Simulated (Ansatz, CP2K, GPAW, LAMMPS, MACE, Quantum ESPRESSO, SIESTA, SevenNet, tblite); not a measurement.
# Which run comes nearest? Glassy 70P2O5-10Al2O3-20CaO (mol %) (58 atoms)

Density of this cell: 2.47 g/cm³. The cell holds 58 atoms: 14 P, 2 Al, 2 Ca and 40 O. Its edges and angles: a = 9.332 Å, b = 9.332 Å, c = 9.332 Å, α = 90.0°, β = 90.0°, γ = 90.0°. 58 atoms (14 P, 2 Al, 2 Ca, 40 O) placed at random at 2.49 g/cm³, melted at 4000 K for 10 ps at fixed volume with the Morse and Coulomb pair potential with partial charges (Pedone, Malavasi, Menziani, Cormack and Segre, J. Phys. Chem. B 110, 11780 (2006)). Quenched from 4000 K to 300 K at 5 K/ps and fixed volume, held 10 ps at zero pressure.

Geometry: as built.

The reference, a calculation:

| Quantity | Value |
| --- | --- |
| method | Kohn-Sham DFT, PBE, PAW, plane waves (Ansatz 0.2.0); cutoff 420 eV, Γ point, fermi-dirac smearing of 0.05 eV; PAW set soft_2 |
| r.m.s. force component | 1.701 eV/Å |
| longest force | 7.519 eV/Å |
| pressure | 1.597 GPa |
| gap (highest filled to lowest empty level) | 0.6959 eV |
| SCF cycles | 10 |
| time | 5.6 s on 4 threads of Arm Neoverse V2, shared host |
| CPU time | 21 s |

Runs, in no order:
A. SIESTA PBE, DZP, shift 0.01 Ry, mesh 500 Ry: Kohn-Sham DFT, PBE, PseudoDojo 0.4.1 norm-conserving pseudopotentials (converted to PSML), numerical atomic orbitals (DZP), diagonalisation
B. GPAW PBE, LCAO dzp, h 0.22 Å: Kohn-Sham DFT, PBE, PAW, atomic orbitals (dzp)
C. QE PBE, sssp-1.3.0-efficiency, 35/280 Ry: Kohn-Sham DFT, PBE, SSSP efficiency 1.3.0 pseudopotentials, plane waves
D. CP2K PBE, TZVP-UZH, 600/50 Ry, diagonalisation: Kohn-Sham DFT, PBE, GTH-PBE pseudopotentials, Gaussian and plane waves, TZVP-MOLOPT (UZH set), diagonalisation
E. CP2K LDA, DZVP-MOLOPT-SR, 600/50 Ry, diagonalisation: Kohn-Sham DFT, LDA, GTH-PADE pseudopotentials, Gaussian and plane waves, DZVP-MOLOPT-SR-GTH, diagonalisation

Q: Order them from the smallest to the largest r.m.s. force difference.

D, C, E, A, B.

| run | Δ force, r.m.s. (meV/Å) | share of r.m.s. force (%) | CPU time |
| --- | --- | --- | --- |
| D. CP2K PBE, TZVP-UZH, 600/50 Ry, diagonalisation | 66.5 | 3.91 | 2.9 min |
| C. QE PBE, sssp-1.3.0-efficiency, 35/280 Ry | 109 | 6.42 | 2.3 min |
| E. CP2K LDA, DZVP-MOLOPT-SR, 600/50 Ry, diagonalisation | 226 | 13.3 | 1.8 min |
| A. SIESTA PBE, DZP, shift 0.01 Ry, mesh 500 Ry | 318 | 18.7 | 2.8 min |
| B. GPAW PBE, LCAO dzp, h 0.22 Å | 577 | 33.9 | 46 s |

The network of bonds at the start is that of the classical potential that made the cell, and needn't be the one that DFT or experiment would give. The electronic-structure runs sample only Γ, in a cell whose shortest periodic width is 9 Å.

[Hosts, paths, dates, database ids (printed as entryN), source tags and the programs' standing remarks are cut or masked in the printed files.]
